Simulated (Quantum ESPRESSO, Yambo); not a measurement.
# BaTiO3 (P4mm): G0W0 with Yambo, start to end, part 2 of 3

Aim: the G0W0 gap of BaTiO3 (P4mm) on PBE, step by step.

Quantum ESPRESSO 7.5 and Yambo 5.3.0; PBE and many-body steps on it, plane waves. Known limits of the many-body steps: not at the basis limit; no spin-orbit coupling; coarse k mesh.

So far. Step 2 (Ground state): The gap is indirect, with the least direct gap 0.34 eV higher. Step 3 (Bands along the symmetry lines): The gap is 1.845 eV, as in the run before at this level.

The database entry behind the starting cell differs from later determinations by our own check (c/a about 0.6 % short), so it need not match the best structure at ambient conditions.

### 4. Empty states on the mesh, 4×4×4 mesh, 87 bands

Level of this step: DFT, PBE, plane waves, norm-conserving pseudopotentials (Quantum ESPRESSO).

The sums over transitions need many empty states on a uniform mesh; this step solves for them.

Contents of pw.in:

```
&control
  calculation = 'nscf'
  prefix = 'x'
  outdir = 'o'
  pseudo_dir = 'pseudo'
/
&system
  ibrav = 0
  nat = 5
  ntyp = 3
  ecutwfc = 76.0
  nbnd = 87
  force_symmorphic = .true.
/
&electrons
  conv_thr = 1e-9
  electron_maxstep = 80
  diago_full_acc = .true.
  diago_thr_init = 5e-6
/
ATOMIC_SPECIES
  Ba 137.33 Ba.upf
  Ti 47.867 Ti.upf
  O 15.999 O.upf
CELL_PARAMETERS angstrom
  3.9998000000 0.0000000000 0.0000000000
  0.0000000000 3.9998000000 0.0000000000
  0.0000000000 0.0000000000 4.0180000000
ATOMIC_POSITIONS crystal
  Ba 0.0000000000 0.0000000000 0.0007199741
  Ti 0.5000000000 0.5000000000 0.4856287386
  O 0.5000000000 0.5000000000 0.0253431139
  O 0.5000000000 0.0000000000 0.5156540867
  O 0.0000000000 0.5000000000 0.5156540867
K_POINTS automatic
  4 4 4 0 0 0
```

Run with:

```console
$ OMP_NUM_THREADS=1 mpirun -n 4 pw.x -nk 4 -in pw.in > pw.out
```

The log of the run:

```text
[banner, memory and clock lines left out]
Program PWSCF v.7.5 starts

     Atomic positions and unit cell read from directory:
     o/x.save/

     Message from routine setup:
     using ibrav=0 with symmetry is DISCOURAGED, use correct ibrav instead

     G-vector sticks info

     bravais-lattice index     =            0
     lattice parameter (alat)  =       7.5585  a.u.
     unit-cell volume          =     433.7935 (a.u.)^3
     number of atoms/cell      =            5
     number of atomic types    =            3
     number of electrons       =        40.00
     number of Kohn-Sham states=           87
     kinetic-energy cutoff     =      76.0000  Ry
     charge density cutoff     =     304.0000  Ry
     Exchange-correlation= PBE
                           (   1   4   3   4   0   0   0)

     celldm(1)=   7.558527  celldm(2)=   0.000000  celldm(3)=   0.000000
     celldm(4)=   0.000000  celldm(5)=   0.000000  celldm(6)=   0.000000

     crystal axes: (cart. coord. in units of alat)
               a(1) = (   1.000000   0.000000   0.000000 )
               a(2) = (   0.000000   1.000000   0.000000 )
               a(3) = (   0.000000   0.000000   1.004550 )

     reciprocal axes: (cart. coord. in units 2 pi/alat)
               b(1) = (  1.000000  0.000000  0.000000 )
               b(2) = (  0.000000  1.000000  0.000000 )
               b(3) = (  0.000000  0.000000  0.995470 )
     Pseudo is Norm-conserving + core correction, Zval = 10.0
     Generated using ONCVPSP code by D. R. Hamann
     Using radial grid of 1958 points,  6 beta functions with:
     Pseudo is Norm-conserving + core correction, Zval = 12.0
     Generated using ONCVPSP code by D. R. Hamann
     Using radial grid of 1586 points,  6 beta functions with:
     Pseudo is Norm-conserving + core correction, Zval =  6.0
     Generated using ONCVPSP code by D. R. Hamann
     Using radial grid of  936 points,  5 beta functions with:
     Ba               10.00   137.33000     Ba( 1.00)
     Ti               12.00    47.86700     Ti( 1.00)
     O                 6.00    15.99900     O ( 1.00)

      8 Sym. Ops. (no inversion) found

   Cartesian axes

     site n.     atom                  positions (alat units)
         1        Ba     tau(   1) = (   0.0000000   0.0000000   0.0007233  )
         2        Ti     tau(   2) = (   0.5000000   0.5000000   0.4878385  )
         3        O      tau(   3) = (   0.5000000   0.5000000   0.0254584  )
         4        O      tau(   4) = (   0.5000000   0.0000000   0.5180004  )
         5        O      tau(   5) = (   0.0000000   0.5000000   0.5180004  )

     number of k points=    18
                       cart. coord. in units 2pi/alat
        k(    1) = (   0.0000000   0.0000000   0.0000000), wk =   0.0312500
        k(    2) = (   0.0000000   0.0000000   0.2488676), wk =   0.0625000
        k(    3) = (   0.0000000   0.0000000  -0.4977352), wk =   0.0312500
[...]
[... 6 further rows ...]
        k(   17) = (  -0.5000000  -0.5000000   0.2488676), wk =   0.0625000
        k(   18) = (  -0.5000000  -0.5000000  -0.4977352), wk =   0.0312500

     Dense  grid:    38811 G-vectors     FFT dimensions: (  45,  45,  45)

     The potential is recalculated from file :
     o/x.save/charge-density

     Starting wfcs are   27 randomized atomic wfcs +   60 random wfcs

     Band Structure Calculation

     End of band structure calculation

          k = 0.0000 0.0000 0.0000 (  4929 PWs)   bands (ev):

   -46.0800 -22.3758 -22.3130 -22.3130 -14.4232  -6.4520  -5.8243  -5.7142
     0.4096   0.4096   0.4207   8.0705   8.0945   8.0945   9.0796   9.0796
     9.2765  10.0333  10.0863  10.0863  12.2715  12.5874  12.5874  14.5046
[...]
55.8372  56.0865  56.4179  56.4179  59.0688  59.0688  59.2206

          k = 0.0000 0.0000 0.2489 (  4857 PWs)   bands (ev):

[...]
56.8979  57.2914  57.8313  57.8313  59.6305  59.8758  60.0635

          k = 0.0000 0.0000-0.4977 (  4878 PWs)   bands (ev):

[...]
48.1252  48.4042  48.4042  48.8272  50.5538  50.9813  51.2034  51.5981
    52.0445  52.0445  54.2464  54.4668  54.4668  55.1228  55.1228  55.8472
    55.8472  55.9337  55.9516  58.1904  59.7254  61.3480  62.8498

          k = 0.0000 0.2500 0.0000 (  4831 PWs)   bands (ev):

     [... further k-points ...]

     highest occupied, lowest unoccupied level (ev):    10.4265   12.2715

     XML data file, pseudopotentials, collected wavefunctions
```

It took 16 s on 4 MPI ranks of Arm Neoverse V1, shared host; peak memory 0.37 GiB.

This step gave:

* gap: 1.845 eV
* k of the valence top: -0.5, -0.5, -0.5
* k of the conduction bottom: 0, 0, 0
* least direct gap: 2.185 eV
* k points computed: 18
* lowest point of the top converged band, above the valence top: 48.79 eV

On this mesh the gap is 1.845 eV.

### 5. Conversion and set-up

This step: Yambo 5.3.0; conversion and set-up on PBE, plane waves, norm-conserving pseudopotentials.

The states are converted to the many-body program's format and the q mesh is built.

Run with:

```console
$ (cd o/x.save; p2y > p2y.log; mv SAVE ../..); yambo > setup.log
```

The log of the run:

```text
 Yambo, version 5.3.0

 [02] CORE Variables Setup
 =========================

  [02.01] Unit cells
  ==================

  Cell kind             :  Unknown
  Atoms in the cell     :  Ba  Ti  O
  number of Ba atoms    :  1
  number of Ti atoms    :  1
  number of O  atoms    :  3

  List of atomic masses
  Mass of Ba    :  137.3300
  Mass of Ti    :  47.86700
  Mass of O     :  15.99900

  List of atomic coordinates    : [cc]
  Ba1       :  0.000000  0.000000  0.005467  order 1
  Ti1       :  3.779263  3.779263  3.687340  order 2
  O1       :  3.779263  3.779263  0.192428  order 3
  O2       :  3.779263  0.000000  3.915320  order 4
  O3       :  0.000000  3.779263  3.915320  order 5

  Alat factors          :  7.558527  7.558527  7.592920 [a.u.]
  Direct lattice volume :  433.7935 [a.u.]
  Direct lattice vectors:  A[ 1 ]  A[ 2 ]  A[ 3 ]
   A[ 1 ]:  1.000000  0.000000  0.000000  [iru]
   7.558527  0.000000  0.000000  [cc]
   A[ 2 ]:  0.000000  1.000000  0.000000  [iru]
   0.000000  7.558527  0.000000  [cc]
   A[ 3 ]:  0.000000  0.000000  1.000000  [iru]
   0.000000  0.000000  7.592920  [cc]

  Recip. lattice volume :  0.571816 [a.u.]
  Recip. lattice vectors:  B[ 1 ]  B[ 2 ]  B[ 3 ]
   B[ 1 ]:  1.000000  0.000000  0.000000  [iku]
   0.831271  0.000000  0.000000  [cc]
   B[ 2 ]:  0.000000  1.000000  0.000000  [iku]
   0.000000  0.831271  0.000000  [cc]
   B[ 3 ]:  0.000000  0.000000  1.000000  [iku]
   0.000000  0.000000  0.827506  [cc]

  [02.02] Symmetries
  ==================

  Inversion symmetry    : yes
  Spatial inversion     : no
  Inversion index       :   9
  K-space Time-reversal : yes
  Magnetic symmetries   : no
  Time-reversal derived K-space symmetries:   9  16
  Group table correct   : yes
  Symmetries units      :  [cc]

   [S  1]:  1.000000  0.000000  0.000000  0.000000  1.000000  0.000000  0.000000  0.000000  1.000000
   [S  2]: -1.000000  0.000000  0.000000  0.000000 -1.000000  0.000000  0.000000  0.000000  1.000000
   [S  3]:  0.000000 -1.000000  0.000000  1.000000  0.000000  0.000000  0.000000  0.000000  1.000000
[...]
[S  7]:  0.000000 -1.000000  0.000000 -1.000000  0.000000  0.000000  0.000000  0.000000  1.000000
   [S  8]:  0.000000  1.000000  0.000000  1.000000  0.000000  0.000000  0.000000  0.000000  1.000000
   [S* 9]: -1.000000 -0.000000 -0.000000 -0.000000 -1.000000 -0.000000 -0.000000 -0.000000 -1.000000
   [S*10]:  1.000000 -0.000000 -0.000000 -0.000000  1.000000 -0.000000 -0.000000 -0.000000 -1.000000
     [... 4 further rows ...]
   [S*15]: -0.000000  1.000000 -0.000000  1.000000 -0.000000 -0.000000 -0.000000 -0.000000 -1.000000
   [S*16]: -0.000000 -1.000000 -0.000000 -1.000000 -0.000000 -0.000000 -0.000000 -0.000000 -1.000000

  [02.03] Reciprocal space
  ========================

  nG shells         :  2386
  nG charge         :   38811
  nG WFs            :   5983
  nC WFs            :   4929
[...]
K [14]         [rlu]:  0.250000 -0.500000  0.250000
         WF components:   4848
  [... 3 further k-points ...]
  K [18]         [rlu]: -0.500000 -0.500000 -0.500000
         WF components:   4800

  [02.05] Energies & Occupations
  ==============================

  [X] === General ===
  [X] Electronic Temperature                        :  0.000000  0.000000 [eV K]
  [X] Bosonic    Temperature                        :  0.000000  0.000000 [eV K]
  [X] Finite Temperature mode                       : no
  [X] El. density                                   :  0.62226E+24 [cm-3]
  [X] Fermi Level                                   :  10.42650 [eV]

  [X] === Gaps and Widths ===
  [X] Conduction Band Min                           :  1.844946 [eV]
  [X] Valence Band Max                              :  0.000000 [eV]
  [X] Filled Bands                                  :  20
  [X] Empty Bands                                   :   21   87
  [X] Direct Gap                                    :  2.185195 [eV]
  [X] Direct Gap localized at k                     :  1
  [X] Indirect Gap                                  :  1.844946 [eV]
  [X] Indirect Gap between kpts                     :  18   1
  [X] Last valence band width                       :  0.921446 [eV]
  [X] 1st conduction band width                     :  2.384365 [eV]

  E @ K [ 1]:  [eV]
  -56.50647 -32.80230 -32.73954 -32.73954 -24.84973 -16.87849 -16.25083 -16.14072
[...]
occ @ K [ 1]
[...]
E @ K [ 2]:  [eV]
[...]
occ @ K [ 2]
[...]
E @ K [ 3]:  [eV]
[...]
occ @ K [ 3]
[...]
E @ K [ 8]:  [eV]
[...]
occ @ K [ 8]
[...]
E @ K [ 9]:  [eV]
[...]
occ @ K [ 9]
[...]
E @ K [10]:  [eV]
[...]
occ @ K [10]
[...]
E @ K [11]:  [eV]
[...]
occ @ K [11]
[...]
E @ K [12]:  [eV]
[...]
occ @ K [12]
[...]
E @ K [13]:  [eV]
[...]
occ @ K [13]
[...]
E @ K [14]:  [eV]
[...]
occ @ K [14]
[...]
[... 3 further k-points ...]
  E @ K [18]:  [eV]
[...]
occ @ K [18]
[...]
0.000000  0.000000  0.000000  0.000000  0.000000  0.000000  0.000000  0.000000
   0.000000  0.000000  0.000000  0.000000  0.000000  0.000000  0.000000  0.000000

 [03] Transferred momenta grid and indexing
 ==========================================

 IBZ Q-points                                      :  18
 BZ  Q-points                                      :   64

 K/Q-points units:
 rlu = crystal or reduced units; cc = cartesian coordinates; iku = interal k-units

 Q [ 1]         [rlu]:  0.000000  0.000000  0.000000
 Q [ 2]         [rlu]:  0.000000  0.000000  0.250000
 Q [ 3]         [rlu]:  0.000000  0.000000 -0.500000
[...]
Q [ 8]         [rlu]:  0.000000 -0.500000  0.250000
 Q [ 9]         [rlu]:  0.000000 -0.500000 -0.500000
 Q [10]         [rlu]:  0.250000  0.250000  0.000000
     [... 6 further rows ...]
 Q [17]         [rlu]: -0.500000 -0.500000  0.250000
 Q [18]         [rlu]: -0.500000 -0.500000 -0.500000

  [03.01] X indexes
  =================

   [03.01.01] Sigma indexes
   ========================

 [06] Game Over & Game summary
```

Wall time 3.3 s (1 MPI rank); peak memory 0.25 GiB.

(Continued in part 3 of 3.)

[Paths, hosts, dates, memory and timing lines, banners, echoed tables and standing remarks are left out of the program output.]

[Logs are printed without paths, hosts, clocks, repeated set-up lines and the standing remarks that a program may print on its own settings, such as how far it seeks lower states.]

[Runs of the session that timed out or met a known fault of the program may be left out.]

[Hosts, paths, dates, database ids (printed as entryN), source tags and the programs' standing remarks are cut or masked in the printed files.]
